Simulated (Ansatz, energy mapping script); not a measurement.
# CoO: J from the energies of magnetic orders, part 2 of 2

Aim: the exchange couplings of CoO from the energies of a few collinear orders, and the ordering temperature that they give.

PBE; plane waves, collinear spin, no spin–orbit coupling.

So far. Step 5 (Order 4: compensated +−, cell B of 4 atoms): The run ends antiferromagnetic, 141.71 meV a magnetic atom below the parallel order of its cell (energies taken at zero occupation width, not the printed F). Step 6 (Run 5 (parallel; cell C, 6 atoms)): The run ends ferromagnetic. For each magnetic atom its energy differs from the parallel run of the first cell by 0.06 meV, an error that one common reference would have brought in.

In doubt: warnings of the run leave room for a lower electronic state (step 10), so energies may not be the lowest and differences between runs may mislead.

**8. Order 7: parallel, cell D of 6 atoms**

A new cell needs its own zero of energy.

This run holds the same structure in another cell (b 4.263 → 3.014 Å, c 5.221 → 6.740 Å, α 114.1 → 102.9°, β 106.8 → 102.9°).

input.yaml

```yaml
crystal:
  lattice:
    - [0.0, 2.1315, 2.1315]
    - [0.0, 2.1315, -2.1315]
    - [-6.3945, -2.1315, 0.0]
  atoms:
    - { symbol: Co, position: [0.0, 0.0, 0.0], spin: 3.0 }
    - { symbol: Co, position: [0.333333333, 0.333333333, 0.666666667], spin: 3.0 }
    - { symbol: Co, position: [0.666666667, 0.666666667, 0.333333333], spin: 3.0 }
    - { symbol: O, position: [0.833333333, 0.833333333, 0.666666667] }
    - { symbol: O, position: [0.166666667, 0.166666667, 0.333333333] }
    - { symbol: O, position: [0.5, 0.5, 0.0] }
magnetization:
  spin_polarized: true
kpoints:
  mp_grid: { grid: [9, 9, 9] }
hamiltonian:
  xc: pbe
scf:
  occupations: { method: fermi_dirac, width: 0.05 }
output:
  eigenvalues: true
```

On the command line:

```bash
$ ansatz run input.yaml --threads 4 --pin off --max-ram 8192MiB --backend cpu --events-out ev --progress --plain --runs-dir out
```

Numbers of over 12 decimals in the logs are rounded to 6 here.

What it wrote:

```text
[...]
Crystal: 6 atoms, lattice volume = 58.104 Å³
Basis set: ecut = 420 eV, 1097 PW (Γ)
Bands: 47, of which v1, the nominal top of the filled ones, is band 35 counted from 1 (34 counted from 0)
Symmetry: 48 space group operations
[...]
k-points: 75 of 729
[...]
Starting moments: Σ|m| = 9 μB on 3 of 6 sites
[...]
k-point 0 ↑: bands = [... 31 lower, 10.8204, 10.8204, 11.9151, 11.9151, 11.9205, 11.9205, 11.9205, 11.9205, ... 8 higher]
  k-point 1 ↑: bands = [... 31 lower, 10.9619, 11.0969, 11.7894, 11.8817, 11.8817, 11.9356, 11.9356, 11.9966, ... 8 higher]
  k-point 2 ↑: bands = [... 31 lower, 11.1928, 11.4457, 11.6394, 11.8333, 11.8333, 11.9155, 11.9155, 12.0278, ... 8 higher]
  k-point 74 ↓: bands = [... 31 lower, 13.9919, 13.9940, 14.3962, 14.8484, 14.8484, 14.9021, 15.3836, 15.3836, ... 8 higher]
[key lines of the parts left out:]
SCF converged after 12 iterations
Magnetization: 8.7882 μB (38.8941 up, 30.1059 down)
Free energy (F): -17076.345513 eV
Fermi energy:    13.848036 eV
```

Run time: 10 s. Hardware: 4 threads of Arm Neoverse V2, shared host; peak memory 0.62 GiB.

The run ends ferromagnetic. For each magnetic atom its energy differs from the parallel run of the first cell by 0.23 meV, an error that one common reference would have brought in.

**9. Uncompensated ++− start in cell D (6 atoms)**

Reversing part of the moments probes the couplings between the two sets.

Changes to input.yaml since step 8:

```diff
@@ -8,3 +8,3 @@
     - { symbol: Co, position: [0.333333333, 0.333333333, 0.666666667], spin: 3.0 }
-    - { symbol: Co, position: [0.666666667, 0.666666667, 0.333333333], spin: 3.0 }
+    - { symbol: Co, position: [0.666666667, 0.666666667, 0.333333333], spin: -3.0 }
     - { symbol: O, position: [0.833333333, 0.833333333, 0.666666667] }
```

What it wrote:

```text
Engine: ansatz 0.2.0, aarch64-unknown-linux-gnu
Pseudopotentials: kind: paw
Pseudopotential: Co, paw, valence charge 17, recommended cutoff 420 eV (normal), Co.paw.azcp
Pseudopotential: O, paw, valence charge 6, recommended cutoff 420 eV (normal), O.paw.azcp
Functional definition: PBE
  parameter kappa = 0.804
  parameter beta = 0.066725
  exchange = pbe_x(kappa = kappa, mu = beta*pi^2/3)
[...]
Error: SIGTERM received: cancelled ahead of the end of the searches for a lower state and the checks behind the self-consistent cycle: the result that stood is reported, with what was made of it, and may lie above the state on which the run would have ended. A resume of <dir> goes on from the state saved last, or from a result that was left at `state.next`, and makes the searches and checks that nothing else bars: give the resume the same folder of runs
Name the folder of runs with --runs-dir
[key lines of the parts left out:]
SCF converged after 17 iterations
Magnetization: 2.9199 μB (35.9599 up, 33.0401 down)
Free energy (F): -17076.329876 eV
Fermi energy:    13.824561 eV
```

Wall time 85 s (4 threads); peak memory 3.2 GiB.

The run was stopped unfinished when the time set aside for it ran out, so what it printed is not taken as a result.

**10. Order 9: parallel, cell E of 6 atoms**

A new cell needs its own zero of energy.

This run holds the same structure in another cell (c 6.740 → 7.384 Å, α 102.9 → 90.0°, β 102.9 → 90.0°, γ 90.0 → 120.0°).

input.yaml

```yaml
crystal:
  lattice:
    - [0.0, 2.1315, 2.1315]
    - [-2.1315, 0.0, -2.1315]
    - [-4.263, -4.263, 4.263]
  atoms:
    - { symbol: Co, position: [0.0, 0.0, 0.0], spin: 3.0 }
    - { symbol: Co, position: [0.333333333, 0.666666667, 0.666666667], spin: 3.0 }
    - { symbol: Co, position: [0.666666667, 0.333333333, 0.333333333], spin: 3.0 }
    - { symbol: O, position: [0.666666667, 0.333333333, 0.833333333] }
    - { symbol: O, position: [0.0, 0.0, 0.5] }
    - { symbol: O, position: [0.333333333, 0.666666667, 0.166666667] }
magnetization:
  spin_polarized: true
kpoints:
  mp_grid: { grid: [10, 10, 4] }
hamiltonian:
  xc: pbe
scf:
  occupations: { method: fermi_dirac, width: 0.05 }
output:
  eigenvalues: true
```

What it wrote:

```text
[...]
Crystal: 6 atoms, lattice volume = 58.104 Å³
Basis set: ecut = 420 eV, 1081 PW (Γ)
Bands: 47, of which v1, the nominal top of the filled ones, is band 35 counted from 1 (34 counted from 0)
Symmetry: 36 space group operations
[...]
k-points: 50 of 400
[...]
Starting moments: Σ|m| = 9 μB on 3 of 6 sites
[...]
k-point 0 ↑: bands = [... 31 lower, 11.2793, 11.2793, 11.7188, 11.7188, 13.4279, 13.4279, 13.4279, 13.4279, ... 8 higher]
  k-point 1 ↑: bands = [... 31 lower, 11.4249, 11.4249, 11.4763, 11.9326, 12.8744, 12.8744, 13.7918, 13.7918, ... 8 higher]
  k-point 2 ↑: bands = [... 31 lower, 11.4744, 12.0212, 12.1880, 12.1880, 12.1880, 12.1880, 13.9203, 13.9203, ... 8 higher]
  k-point 49 ↓: bands = [... 31 lower, 13.9835, 13.9910, 14.8844, 15.1821, 15.1821, 15.6147, 15.9063, 15.9063, ... 8 higher]
[key lines of the parts left out:]
SCF converged after 12 iterations
Magnetization: 8.8022 μB (38.9011 up, 30.0989 down)
Free energy (F): -17076.346458 eV
Fermi energy:    13.847777 eV
```

Elapsed: 8.6 s, on 4 threads; peak memory 0.53 GiB; 31 s of CPU time.

The run ends ferromagnetic. For each magnetic atom its energy differs from the parallel run of the first cell by -0.33 meV, an error that one common reference would have brought in.

**11. Uncompensated ++− start in cell E (6 atoms)**

This order reverses 4 of the 12 neighbours at 3.01 Å and 4 of the 6 neighbours at 4.26 Å, counted for an average magnetic atom.

Changes to input.yaml since step 10:

```diff
@@ -8,3 +8,3 @@
     - { symbol: Co, position: [0.333333333, 0.666666667, 0.666666667], spin: 3.0 }
-    - { symbol: Co, position: [0.666666667, 0.333333333, 0.333333333], spin: 3.0 }
+    - { symbol: Co, position: [0.666666667, 0.333333333, 0.333333333], spin: -3.0 }
     - { symbol: O, position: [0.666666667, 0.333333333, 0.833333333] }
```

What it wrote:

```text
[...]
Crystal: 6 atoms, lattice volume = 58.104 Å³
Basis set: ecut = 420 eV, 1081 PW (Γ)
Bands: 47, of which v1, the nominal top of the filled ones, is band 35 counted from 1 (34 counted from 0)
Symmetry: 12 space group operations
[...]
k-points: 50 of 400
[...]
Starting moments: Σ|m| = 9 μB on 3 of 6 sites
[...]
k-point 0 ↑: bands = [... 31 lower, 11.5675, 13.2244, 13.2244, 13.5261, 13.5261, 13.6000, 14.8983, 15.5216, ... 8 higher]
  k-point 1 ↑: bands = [... 31 lower, 11.9193, 13.2252, 13.2252, 13.3573, 13.3573, 13.6386, 15.3931, 15.5598, ... 8 higher]
  k-point 2 ↑: bands = [... 31 lower, 12.3047, 13.0928, 13.0928, 13.2473, 13.2473, 13.6721, 15.5960, 15.5960, ... 8 higher]
  k-point 49 ↓: bands = [... 31 lower, 13.7931, 13.8454, 13.8475, 13.9693, 15.0579, 15.3950, 15.4227, 15.8496, ... 8 higher]
[key lines of the parts left out:]
SCF converged after 22 iterations
Magnetization: 2.9981 μB (35.9991 up, 33.0009 down)
Free energy (F): -17076.653474 eV
Fermi energy:    13.860510 eV
```

The job ended after 11 s (4 threads; peak memory 0.54 GiB; 42 s of CPU time).

The run ends ferrimagnetic, 105.71 meV a magnetic atom below the parallel order of its cell (energies taken at zero occupation width, not the printed F).

**12. Mapping onto a Heisenberg model**

Each energy difference is a sum of couplings weighted by the pairs that the order reverses. A few near shells are fitted to the differences by least squares. Energies are those extrapolated to zero occupation width, not the free energies F.

Energies from the parallel order of the same cell:

```tsv
order	atoms	energy (meV a magnetic atom)	moments (μB)	moments kept as typed	opposed neighbours at 3.01, 4.26 Å
parallel in cell A	4	0.00	2.49	yes	0, 0
compensated +− in cell A	4	57.57	2.27	yes	8, 0
parallel in cell B	4	0.00	2.50	yes	0, 0
compensated +− in cell B	4	-141.71	2.38	yes	6, 6
parallel in cell C	6	0.00	2.50	yes	0, 0
parallel in cell D	6	0.00	2.49	yes	0, 0
parallel in cell E	6	0.00	2.50	yes	0, 0
uncompensated ++− in cell E	6	-105.71	2.36 to 2.45	yes	4, 4
```

Fitted to E = −Σ J e·e over ordered pairs of unit vectors (J > 0 favours parallel moments):

```tsv
pair	distance (Å)	neighbours	J (meV)
Co–Co	3.01	12	3.60
Co–Co	4.26	6	-15.8
```

Adding the shell at 5.22 Å gives 6.4, -15 and -1.4 meV and a mean-field temperature of 715 K, an exact solve that tests nothing.

The script's first fit took in one more shell; these couplings, and the temperatures drawn from them, were computed anew from the same energies.

Limits of this fit: 2 of the orders did not finish or lost their signs.

In mean field these couplings order at 735 K, at q = (0.50, 0.50, 0.50) in fractions of the conventional cell's reciprocal vectors, and give a Curie–Weiss temperature of -401 K.

**13. Monte Carlo**

Mean field ignores fluctuations and overstates the ordering temperature, so the model is also sampled. The heat capacity peaks where order sets in.

Classical unit spins with these couplings on 8×8×4 copies of a cell that holds the lowest order (512 spins), heat-bath sweeps, cooled from random directions, 300 sweeps to settle and 900 measured at each temperature.

```tsv
T (K)	order along the lowest pattern	net moment	heat capacity (k_B a spin)
88.2	0.38	0.01	1.18
164	0.44	0.01	1.10
240	0.38	0.02	1.15
316	0.41	0.02	1.09
392	0.33	0.02	1.23
467	0.27	0.02	1.77
505	0.23	0.02	1.85
581	0.16	0.03	1.29
657	0.12	0.03	0.62
733	0.10	0.03	0.41
809	0.09	0.03	0.28
```

The smoothed heat capacity peaks at 498 K. The order column follows one pattern alone; equivalent domains or another pattern share the rest.

**14. Comparison**

The first set of orders, under PBE+U (3.5 eV), took 14 min of CPU time summed over its finished orders (seed run apart), these 3.9 min.

The two sets resolve different shells, so couplings and temperatures are not set side by side. The lowest order is compensated +− in cell B here and compensated +− in cell B in the first set.

**15. Summary of results**

- lowest order tried: compensated +− in cell B
- largest fitted value, Co–Co at 4.26 Å: -15.8 meV
- ordering temperature, mean field: 735 K
- heat-capacity peak, Monte Carlo: 498 K

In words: Of the orders tried, CoO prefers the order “compensated +− in cell B” under PBE, with 6 of 12 neighbours at 3.01 Å and 6 of 6 neighbours at 4.26 Å opposed, and the heat capacity of the fitted model peaks near 498 K (Monte Carlo, classical spins). The largest fitted coupling is the Co–Co pair at 4.26 Å, antiferromagnetic at -16 meV, across a ligand at about 180°. The orders also reverse pairs at 5.22 and 6.03 Å, which are not fitted, so the fitted values hold their part too. With 3 differences for 2 couplings the fit misses by 7.8 meV at most, which is not small: farther shells, terms beyond the Heisenberg form or the mesh can cause that. Taking in the shell at 5.22 Å as well gives 6.4, -15 and -1.4 meV and a mean-field temperature of 715 K. The shorter fit, which has an equation to spare, is the one used. In the fitted orders moments change by up to 8.6 % against the parallel run of the same cell, so the mapping is rough. Every order is gapless on its mesh at this level. In a metal exchange reaches farther, and a short model of fixed moments is less apt; where the compound is in fact an insulator, these couplings come from a wrongly metallic state. Monte Carlo puts the peak at 0.68 of the mean-field temperature, since mean field leaves out fluctuations. In tests on simple cubic and body-centred models such peaks lay 5 to 6 % under the bulk value. On cooling, the order along the one computed pattern stays at or under 0.63: the model settles in an equivalent domain, a degenerate mixture or another order.

Calculation against experiment:

| quantity | measured | PBE, Monte Carlo |
| --- | --- | --- |
| ordering temperature (spin model) (K) | 291 | 498 (+71.3 %) |

Measured values from arxiv:2004.06613 (2020).

**Verdict.** The ordering temperature is off by +71.3 %. No cell relaxation is part of this session.

[Logs and program files are shortened in this print: banners, set-up blocks, solver, clock and traceback lines can be left out without a mark of their own.]

[Logs are printed without paths, hosts, clocks, repeated set-up lines and the standing remarks that a program may print on its own settings, such as how far it seeks lower states.]

[Hosts, paths, dates, database ids (printed as entryN), source tags and the programs' standing remarks are cut or masked in the printed files.]

[Where a cell is said to come from a database of computed structures, the database is the Materials Project.]
